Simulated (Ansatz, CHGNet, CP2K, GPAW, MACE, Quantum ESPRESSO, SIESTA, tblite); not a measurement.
**Running random packing of Sn (61 atoms) with SIESTA**

Wanted: SIESTA inputs and outputs for random packing of Sn (61 atoms), checked against a plane-wave reference.

Method: the method is named at each step, in SIESTA 5.4.2.

**1. The structure**

The cell holds 61 atoms: 61 Sn. Cell: a = 11.914 Å, b = 11.914 Å, c = 11.914 Å, α = 90.0°, β = 90.0°, γ = 90.0°. 61 atoms (61 Sn) packed at random in a cube at 7.11 g/cm³ and pushed apart as soft spheres; a start for melting by ab initio MD, not an equilibrated structure. Then every atom was moved at random, 0.05 Å r.m.s. a Cartesian component.

The yardstick, on the same geometry:

| Item | Value |
| --- | --- |
| method | Kohn-Sham DFT, PBE, SSSP efficiency 1.3.0 pseudopotentials, plane waves (Quantum ESPRESSO 7.5); sssp-pbe-1.3.0-efficiency, cutoffs 45/360 Ry, Γ point |
| r.m.s. force component | 1.185 eV/Å |
| longest force | 4.352 eV/Å |
| pressure | 14.87 GPa |
| time | 3.8 min on 4 MPI ranks of Arm Neoverse V2, shared host |
| CPU time | 15 min |

**2. PBE, DZP, shift 0.01 Ry, mesh 300 Ry**

Method: Kohn-Sham DFT, PBE, PseudoDojo 0.4.1 norm-conserving pseudopotentials (converted to PSML), numerical atomic orbitals (DZP), diagonalisation.

The .psml files are PseudoDojo norm-conserving potentials that we converted to this format, checked against plane waves on the same files for H, C, O, Si, Ge and Ca alone.

File input.fdf:

```
SystemLabel cell
NumberOfAtoms 61
NumberOfSpecies 1
%block ChemicalSpeciesLabel
  1 50 Sn
%endblock ChemicalSpeciesLabel
LatticeConstant 1.0 Ang
%block LatticeVectors
  11.91370 0.00000 0.00000
  0.00000 11.91370 0.00000
  0.00000 0.00000 11.91370
%endblock LatticeVectors
PAO.BasisSize DZP
PAO.EnergyShift 0.01 Ry
XC.Functional GGA
XC.Authors PBE
MeshCutoff 300 Ry
%block kgrid_Monkhorst_Pack
  1 0 0 0.0
  0 1 0 0.0
  0 0 1 0.0
%endblock kgrid_Monkhorst_Pack
SolutionMethod diagon
OccupationFunction FD
ElectronicTemperature 580 K
SCF.Mixer.Method Pulay
SCF.Mixer.Weight 0.05
SCF.Mixer.History 8
SCF.Mix Hamiltonian
MaxSCFIterations 300
SCF.DM.Tolerance 1e-04
SCF.H.Tolerance 1.0e-3 eV
WriteForces T
Write.HirshfeldPop T
Write.VoronoiPop T
Write.DM F
Write.H F
XML.Write F
AtomicCoordinatesFormat Fractional
%block AtomicCoordinatesAndAtomicSpecies
  0.97595 0.14213 0.00187 1
  0.44745 0.00268 0.09220 1
  0.80622 0.54071 0.95317 1
  0.26119 0.34622 0.08365 1
  0.62367 0.57635 0.75416 1
  0.31888 0.52911 0.28238 1
  0.39769 0.31549 0.52987 1
  0.18472 0.05704 0.52475 1
  0.72881 0.14599 0.93788 1
  0.45128 0.14327 0.35770 1
  0.21844 0.83384 0.26901 1
  0.33861 0.83954 0.65003 1
  0.34195 0.90301 0.87515 1
  0.11077 0.68463 0.72349 1
  0.08604 0.50861 0.05738 1
  0.60766 0.03602 0.72572 1
  0.51563 0.24333 0.92950 1
  0.00465 0.00351 0.62904 1
  0.88753 0.06574 0.81207 1
  0.93716 0.39976 0.83396 1
  0.47857 0.68968 0.61095 1
  0.60775 0.35335 0.37822 1
  0.68377 0.81906 0.42426 1
  0.03274 0.25076 0.19879 1
  0.30720 0.15922 0.95767 1
  0.11286 0.28736 0.92147 1
  0.93241 0.79827 0.27956 1
  0.30658 0.55659 0.78545 1
  0.20601 0.98055 0.09585 1
  0.48525 0.46280 0.89048 1
  0.41031 0.09256 0.58611 1
  0.63612 0.06128 0.45406 1
  0.82613 0.63910 0.15987 1
  0.66678 0.17244 0.24615 1
  0.20169 0.30462 0.70804 1
  0.87740 0.79645 0.64322 1
  0.40826 0.78783 0.42082 1
  0.86767 0.02542 0.42414 1
  0.03502 0.85631 0.85820 1
  0.95610 0.39123 0.56618 1
  0.28008 0.28920 0.32029 1
  0.43007 0.54405 0.09477 1
  0.63405 0.84697 0.01421 1
  0.19881 0.49841 0.48877 1
  0.17856 0.83180 0.49017 1
  0.04044 0.55343 0.27956 1
  0.02690 0.18933 0.42554 1
  0.21377 0.68816 0.95983 1
  0.78808 0.15652 0.61189 1
  0.84727 0.28544 0.33342 1
  0.73542 0.81625 0.81728 1
  0.05954 0.72533 0.10922 1
  0.01034 0.65240 0.48144 1
  0.77836 0.54097 0.57635 1
  0.56341 0.73185 0.18900 1
  0.87088 0.42299 0.14017 1
[... 1 atom lines left out ...]
  0.66905 0.59664 0.36567 1
  0.62572 0.27779 0.70515 1
  0.56820 0.36423 0.12637 1
  0.99079 0.93604 0.11260 1
%endblock AtomicCoordinatesAndAtomicSpecies
```

Launch:

```sh
$ OMP_NUM_THREADS=1 mpirun -np 2 siesta < input.fdf > output.txt
```

The program printed:

```text
Version         : 5.4.2
reinit: System Name:
reinit: System Label: cell
initatom: Reading input for the pseudopotentials and atomic orbitals ----------
Species number:   1 Atomic number:   50 Label: Sn
Ground state valence configuration (from tables):   5s02  5p02  5d00  4f00
---- Processing specs for species: Sn
GGA--PBE XC_GGA_X_PBE--XC_GGA_C_PBE pb
Semicore shell(s) with 10 electrons included in the valence for Sn
Semicore shell(s): 4d
Fallback to non-perturbative polarization scheme for Sn
Please see the manual if this is not desired in principle
Sn pseudopotential only contains V_ls up to l=2 -- lmxkb reset.
Using PAO.SplitTailNorm
%block ChemicalSpeciesLabel
    1   50 Sn                      # Species index, atomic number, species label
%endblock ChemicalSpeciesLabel
%block PAO.Basis                 # Define Basis set
Sn                    4                    # Species label, number of l-shells
 n=5   0   2                         # n, l, Nzeta
   5.669      4.110
   1.000      1.000
 n=5   1   2                         # n, l, Nzeta
   7.445      5.490
   1.000      1.000
 n=4   2   1                         # n, l, Nzeta
   3.320
   1.000
 n=5   2   1                         # n, l, Nzeta
   7.445
   1.000
%endblock PAO.Basis
coor:   Atomic-coordinates input format  =     Fractional
siesta: System type = bulk
initatomlists: Number of atoms, orbitals, and projectors:     61  1098  1098
siesta: ******************** Simulation parameters ****************************
Total number of electrons:   854.000000
Total ionic charge:   854.000000
 Kpoints in:            1 . Kpoints trimmed:            1
siesta: k-grid: Number of k-points = 1
siesta: k-points from Monkhorst-Pack grid
siesta: k-cutoff (effective) =     5.957 Ang
siesta: k-point supercell and displacements
siesta: k-grid:     1     0     0      0.000
siesta: k-grid:     0     1     0      0.000
siesta: k-grid:     0     0     1      0.000
                     ====================================
                        Single-point calculation
                     ====================================
outcell: Unit cell vectors (Ang):
       11.913700    0.000000    0.000000
        0.000000   11.913700    0.000000
        0.000000    0.000000   11.913700
outcell: Cell vector modules (Ang)   :   11.913700   11.913700   11.913700
outcell: Cell angles (23,13,12) (deg):     90.0000     90.0000     90.0000
outcell: Cell volume (Ang**3)        :   1690.9859
Gamma-point calculation with multiply-connected orbital pairs
Gamma-point calculation with multiply-connected orbital pairs
Folding of H and S implicitly performed
Folding of H and S implicitly performed
new_DM -- step:     1
Initializing Density Matrix...
Attempting to read DM from file... Failed...
DM filled with atomic data:
InitMesh: MESH = 128 x 128 x 128 = 2097152
InitMesh: Mesh cutoff (required, used) =   300.000   319.028 Ry
stepf: Fermi-Dirac step function
        iscf     Eharris(eV)        E_KS(eV)     FreeEng(eV)     dDmax    Ef(eV) dHmax(eV)
   scf:    1  -130612.274625  -130704.175064  -130704.474639  0.903405 -3.153535  4.539056
   scf:    2  -130707.599310  -130706.003158  -130706.301075  0.021047 -3.172977  3.446087
   scf:    3  -130710.498116  -130708.403000  -130708.698735  0.038893 -3.211603  2.574130
   scf:    4  -130713.735279  -130711.361625  -130711.657960  0.076727 -3.293874  1.759856
   scf:    5  -130713.391209  -130712.533257  -130712.834916  0.065710 -3.366192  0.618453
   scf:    6  -130712.706608  -130712.626512  -130712.929492  0.013410 -3.377993  0.394803
   scf:    7  -130712.724647  -130712.681330  -130712.984607  0.009431 -3.383256  0.192255
   scf:    8  -130712.714930  -130712.701257  -130713.004370  0.005081 -3.384525  0.085599
   scf:    9  -130712.712258  -130712.707736  -130713.010982  0.003430 -3.384426  0.050439
   scf:   10  -130712.709753  -130712.708842  -130713.012056  0.000930 -3.383839  0.035810
   scf:   11  -130712.709585  -130712.709229  -130713.012437  0.000516 -3.383603  0.026999
   scf:   12  -130712.709880  -130712.709592  -130713.012819  0.000730 -3.383158  0.008999
   scf:   13  -130712.709638  -130712.709628  -130713.012950  0.000286 -3.382640  0.006490
   scf:   14  -130712.709611  -130712.709620  -130713.012967  0.000056 -3.382540  0.006081
   scf:   15  -130712.709576  -130712.709599  -130713.012993  0.000102 -3.382416  0.003120
   scf:   16  -130712.709549  -130712.709575  -130713.013004  0.000103 -3.382333  0.001962
   scf:   17  -130712.709564  -130712.709569  -130713.013007  0.000041 -3.382309  0.001011
   scf:   18  -130712.709567  -130712.709568  -130713.013008  0.000022 -3.382296  0.000875
SCF Convergence by DM+H criterion
max |DM_out - DM_in|         :     0.0000222334
max |H_out - H_in|      (eV) :     0.0008753647
SCF cycle converged after 18 iterations
Using DM_out to compute the final energy and forces
siesta: E_KS(eV) =          -130712.7096
siesta: E_KS - E_eggbox =   -130712.7096
siesta: Atomic forces (eV/Ang):
     1   -0.979711   -0.946551    1.823055
     2    1.313303   -0.377333    0.991166
     3   -1.762400    1.316913   -2.119792
     4    0.875109    1.053396    1.654615
     5    1.574978    0.838406    0.087614
     6   -1.431571    0.985707    0.972449
     7    0.067018    0.706734    1.658381
     8    2.449722    1.364353   -0.790581
     9   -1.173750    0.299647    2.005598
    10   -1.460646   -0.880121   -2.405977
    11    0.697997   -0.538490   -0.426547
    12   -1.801357    2.374258    2.344361
[...]
57   -1.183282   -0.329687   -0.219205
    58    1.676128   -0.849522   -0.968375
    59   -1.233291    2.543727    0.420672
    60    1.368812   -0.247494    0.830083
    61   -2.693361    2.549237   -1.127916
----------------------------------------
   Tot   -0.001215   -0.004857   -0.000923
----------------------------------------
   Max    4.528797
   Res    1.356580    sqrt( Sum f_i^2 / 3N )
----------------------------------------
   Max    4.528797    constrained
Stress tensor Voigt[x,y,z,yz,xz,xy] (kbar):     -161.55     -160.69     -171.25       -1.02       26.85       33.64
(Free)E + p*V (eV/cell)  -130539.4015
Target enthalpy (eV/cell)  -130713.0130
siesta: Program's energy decomposition (eV):
siesta: Ebs     =    -17406.007704
siesta: Eions   =    143261.623240
siesta: Ena     =      7458.251507
siesta: Ekin    =     77788.955889
siesta: Enl     =    -36721.245857
siesta: DEna    =       630.127189
siesta: DUscf   =        14.915940
siesta: Ex      =    -34523.391238
siesta: Ec      =     -2098.699759
siesta: Exc     =    -36622.090997
siesta: Eharris =   -130712.709567
siesta: Etot    =   -130712.709568
siesta: FreeEng =   -130713.013008
siesta: Final energy (eV):
siesta:  Band Struct. =  -17406.007704
siesta:       Kinetic =   77788.955889
siesta:       Hartree =   33426.019243
siesta:         Exch. =  -34523.391238
siesta:         Corr. =   -2098.699759
siesta:   Exch.-corr. =  -36622.090997
siesta:  Ion-electron = -141116.098397
siesta:       Ion-ion =  -64189.495306
siesta:         Total = -130712.709568
siesta:         Fermi =      -3.382296
siesta: Stress tensor (static) (eV/Ang**3):
siesta:    -0.100830    0.020993    0.016759
siesta:     0.020993   -0.100292   -0.000636
siesta:     0.016759   -0.000636   -0.106885
siesta: Cell volume =       1690.985874 Ang**3
siesta: Pressure (static):
siesta:                Solid            Molecule  Units
siesta:           0.00111820          0.00114506  Ry/Bohr**3
siesta:           0.10266878          0.10513419  eV/Ang**3
siesta:         164.49352308        168.44354161  kBar
    Orbital volume contribution        =          60.448142 eV
    (Free)E + p_basis*V_orbitals       =     -130652.564866 eV
    (Free)Eharris+ p_basis*V_orbitals  =     -130652.564864 eV
Hirshfeld Atomic Populations:
Atom #   charge [q] valence [e]  Species
     1    -0.000974   14.000974  Sn
     2     0.014780   13.985220  Sn
     3    -0.017299   14.017299  Sn
     4    -0.005173   14.005173  Sn
     5    -0.002217   14.002217  Sn
     6    -0.019753   14.019753  Sn
     7    -0.008179   14.008179  Sn
     8    -0.009929   14.009929  Sn
     9     0.025907   13.974093  Sn
    10    -0.013159   14.013159  Sn
    11     0.023085   13.976915  Sn
    12     0.014087   13.985913  Sn
[...]
--------------------
 Total     0.000017
Voronoi Atomic Populations:
Atom #   charge [q] valence [e]  Species
[...]
57     0.016830   13.983170  Sn
    58     0.014766   13.985234  Sn
    59     0.008885   13.991115  Sn
    60    -0.011659   14.011659  Sn
    61     0.001856   13.998144  Sn
--------------------
 Total     0.000016
```

Run time: 3 min. Hardware: 2 MPI ranks of Arm Neoverse V2, shared host; peak memory 1.8 GiB.

Banners, paths, timers and routine set-up lines are dropped from the logs unmarked, and long logs keep their key lines alone; longer cuts are marked.

Compared with the plane-wave run:

```
r.m.s. force component                  : 1.357 eV/Å
r.m.s. difference of force components   : 191.7 meV/Å
longest difference of force vectors     : 720.6 meV/Å
force difference over r.m.s. force      : 16.18 %
slope of forces against the reference's : 1.142
correlation of force components         : 0.9977
pressure                                : 16.45 GPa
pressure difference                     : 1.581 GPa
```

Local excerpt of 9 atoms (numbers count through the whole input) about Sn28, picked at random; x, y, z are measured from there.

| atom | x | y | z | distance (Å) | bonds | Hirshfeld charge (e) | Fx | Fy | Fz (eV/Å) |
| --- | --- | --- | --- | --- | --- | --- | --- | --- | --- |
| Sn28 | 0.00 | 0.00 | 0.00 | 0.00 | 3 | -0.02 | -0.66 | -0.65 | -1.69 |
| Sn30 | 2.13 | -1.12 | 1.25 | 2.71 | 4 | 0.01 | -0.15 | 0.16 | -0.38 |
| Sn48 | -1.11 | 1.57 | 2.08 | 2.83 | 4 | -0.01 | 2.67 | 0.28 | -1.15 |
| Sn14 | -2.33 | 1.53 | -0.74 | 2.88 | 3 | 0.00 | 0.01 | -1.02 | -1.36 |
| Sn21 | 2.05 | 1.59 | -2.08 | 3.32 | 4 | -0.02 | 2.85 | -1.65 | 2.31 |
| Sn35 | -1.25 | -3.00 | -0.92 | 3.38 | 1 | 0.03 | 0.42 | 0.50 | -0.99 |
| Sn12 | 0.38 | 3.37 | -1.61 | 3.76 | 4 | 0.01 | -1.80 | 2.37 | 2.34 |
| Sn5 | 3.78 | 0.24 | -0.37 | 3.80 | 3 | 0.00 | 1.57 | 0.84 | 0.09 |
| Sn44 | -1.28 | -0.69 | -3.53 | 3.82 | 2 | 0.03 | -0.63 | -0.35 | 1.48 |

Forces lie 16 % from the reference's, at 0.39 times its CPU time (on 2 against 4 cores).

**3. PBE, SZP, shift 0.01 Ry, mesh 300 Ry**

Method: Kohn-Sham DFT, PBE, PseudoDojo 0.4.1 norm-conserving pseudopotentials (converted to PSML), numerical atomic orbitals (SZP), diagonalisation.

Edit input.fdf of step 2 so:

```diff
@@ -12,3 +12,3 @@
 %endblock LatticeVectors
-PAO.BasisSize DZP
+PAO.BasisSize SZP
 PAO.EnergyShift 0.01 Ry
```

Launch:

```sh
$ OMP_NUM_THREADS=1 siesta < input.fdf > output.txt
```

The program printed:

```text
Version         : 5.4.2
reinit: System Name:
reinit: System Label: cell
initatom: Reading input for the pseudopotentials and atomic orbitals ----------
Species number:   1 Atomic number:   50 Label: Sn
Ground state valence configuration (from tables):   5s02  5p02  5d00  4f00
---- Processing specs for species: Sn
GGA--PBE XC_GGA_X_PBE--XC_GGA_C_PBE pb
Semicore shell(s) with 10 electrons included in the valence for Sn
Semicore shell(s): 4d
Fallback to non-perturbative polarization scheme for Sn
Please see the manual if this is not desired in principle
[... lines left out ...]
stepf: Fermi-Dirac step function
        iscf     Eharris(eV)        E_KS(eV)     FreeEng(eV)     dDmax    Ef(eV) dHmax(eV)
[... lines left out ...]
SCF Convergence by DM+H criterion
[... lines left out ...]
SCF cycle converged after 18 iterations
[... lines left out ...]
   Max    5.139410
[... lines left out ...]
   Max    5.139410    constrained
Stress tensor Voigt[x,y,z,yz,xz,xy] (kbar):     -175.19     -172.51     -188.79       -1.24       30.24       38.19
[... lines left out ...]
siesta: FreeEng =   -130699.960227
[... lines left out ...]
siesta:       Kinetic =   77862.599917
siesta:       Hartree =   33380.477274
siesta:         Exch. =  -34530.791943
siesta:         Corr. =   -2100.077860
siesta:   Exch.-corr. =  -36630.869803
siesta:  Ion-electron = -141122.373877
siesta:       Ion-ion =  -64189.495306
siesta:         Total = -130699.661796
siesta:         Fermi =      -3.388076
siesta: Stress tensor (static) (eV/Ang**3):
siesta:    -0.109347    0.023835    0.018873
siesta:     0.023835   -0.107675   -0.000776
siesta:     0.018874   -0.000776   -0.117833
siesta: Cell volume =       1690.985874 Ang**3
siesta: Pressure (static):
siesta:                Solid            Molecule  Units
siesta:           0.00121567          0.00124743  Ry/Bohr**3
siesta:           0.11161812          0.11453375  eV/Ang**3
siesta:         178.83194381        183.50330536  kBar
    Orbital volume contribution        =          49.344061 eV
    (Free)E + p_basis*V_orbitals       =     -130650.616165 eV
    (Free)Eharris+ p_basis*V_orbitals  =     -130650.616158 eV
Hirshfeld Atomic Populations:
Atom #   charge [q] valence [e]  Species
     1    -0.002917   14.002917  Sn
     2     0.010230   13.989770  Sn
     3    -0.016094   14.016094  Sn
[...]
--------------------
 Total     0.000065
Voronoi Atomic Populations:
Atom #   charge [q] valence [e]  Species
[...]
60    -0.013161   14.013161  Sn
    61     0.001959   13.998041  Sn
--------------------
 Total     0.000065
```

Wall time 4.5 min (1 thread); peak memory 1.3 GiB.

Against the reference:

```yaml
r_m_s_force_component: 1.537 eV/Å
r_m_s_difference_of_force_components: 376.3 meV/Å
longest_difference_of_force_vectors: 1343 meV/Å
force_difference_over_r_m_s_force: 31.76 %
slope_of_forces_against_the_reference_s: 1.291
correlation_of_force_components: 0.9951
pressure: 17.88 GPa
pressure_difference: 3.014 GPa
```

This is a coarse setting, run to see what it loses.

Against the first run (16 %), the force difference from the reference is 32 %, at 0.74 times the CPU time (on 1 against 2 cores), with 854 basis functions against 1098: the smaller basis costs accuracy.

**4. PBE, DZ, shift 0.01 Ry, mesh 300 Ry**

Method: Kohn-Sham DFT, PBE, PseudoDojo 0.4.1 norm-conserving pseudopotentials (converted to PSML), numerical atomic orbitals (DZ), diagonalisation.

Edit input.fdf of step 3 so:

```diff
@@ -12,3 +12,3 @@
 %endblock LatticeVectors
-PAO.BasisSize SZP
+PAO.BasisSize DZ
 PAO.EnergyShift 0.01 Ry
```

The program printed:

```text
Version         : 5.4.2
reinit: System Name:
reinit: System Label: cell
initatom: Reading input for the pseudopotentials and atomic orbitals ----------
Species number:   1 Atomic number:   50 Label: Sn
Ground state valence configuration (from tables):   5s02  5p02  5d00  4f00
---- Processing specs for species: Sn
GGA--PBE XC_GGA_X_PBE--XC_GGA_C_PBE pb
[... lines left out ...]
        iscf     Eharris(eV)        E_KS(eV)     FreeEng(eV)     dDmax    Ef(eV) dHmax(eV)
[... lines left out ...]
SCF Convergence by DM+H criterion
[... lines left out ...]
SCF cycle converged after 19 iterations
[... lines left out ...]
   Max    4.532906
[... lines left out ...]
   Max    4.532906    constrained
Stress tensor Voigt[x,y,z,yz,xz,xy] (kbar):     -153.07     -149.65     -162.00        0.39       27.13       35.11
[... lines left out ...]
siesta: FreeEng =   -130676.439325
[... lines left out ...]
siesta:         Fermi =      -3.229444
[... lines left out ...]
siesta:     0.021913   -0.093406    0.000243
siesta:     0.016936    0.000243   -0.101113
siesta: Cell volume =       1690.985874 Ang**3
siesta: Pressure (static):
siesta:                Solid            Molecule  Units
siesta:           0.00105304          0.00109858  Ry/Bohr**3
siesta:           0.09668546          0.10086664  eV/Ang**3
siesta:         154.90718090        161.60617545  kBar
    Orbital volume contribution        =          40.946839 eV
    (Free)E + p_basis*V_orbitals       =     -130635.492486 eV
    (Free)Eharris+ p_basis*V_orbitals  =     -130635.492481 eV
Hirshfeld Atomic Populations:
Atom #   charge [q] valence [e]  Species
     1     0.005143   13.994857  Sn
     2     0.020863   13.979137  Sn
     3    -0.023163   14.023163  Sn
[...]
--------------------
 Total     0.000037
Voronoi Atomic Populations:
Atom #   charge [q] valence [e]  Species
[...]
60    -0.025592   14.025592  Sn
    61     0.000516   13.999484  Sn
--------------------
 Total     0.000036
```

It took 2.4 min on 1 thread; peak memory 0.96 GiB.

Compared with the plane-wave run:

* r.m.s. force component: 1.408 eV/Å
* r.m.s. difference of force components: 289.2 meV/Å
* longest difference of force vectors: 1050 meV/Å
* force difference over r.m.s. force: 24.41 %
* slope of forces against the reference's: 1.176
* correlation of force components: 0.9898
* pressure: 15.49 GPa
* pressure difference: 0.622 GPa

This is a coarse setting, run to see what it loses.

Against the first run (16 %), the force difference from the reference is 24 %, at 0.40 times the CPU time (on 1 against 2 cores), with 793 basis functions against 1098: the smaller basis costs accuracy.

(Continued in part 2 of 2.)

[Also dropped from logs without a mark: logging warnings of Python, and SIESTA's first energy breakdown and zero terms.]

[Logs are printed without paths, hosts, clocks, repeated set-up lines and the standing remarks that a program may print on its own settings, such as how far it seeks lower states.]

[Hosts, paths, dates, database ids (printed as entryN), source tags and the programs' standing remarks are cut or masked in the printed files.]
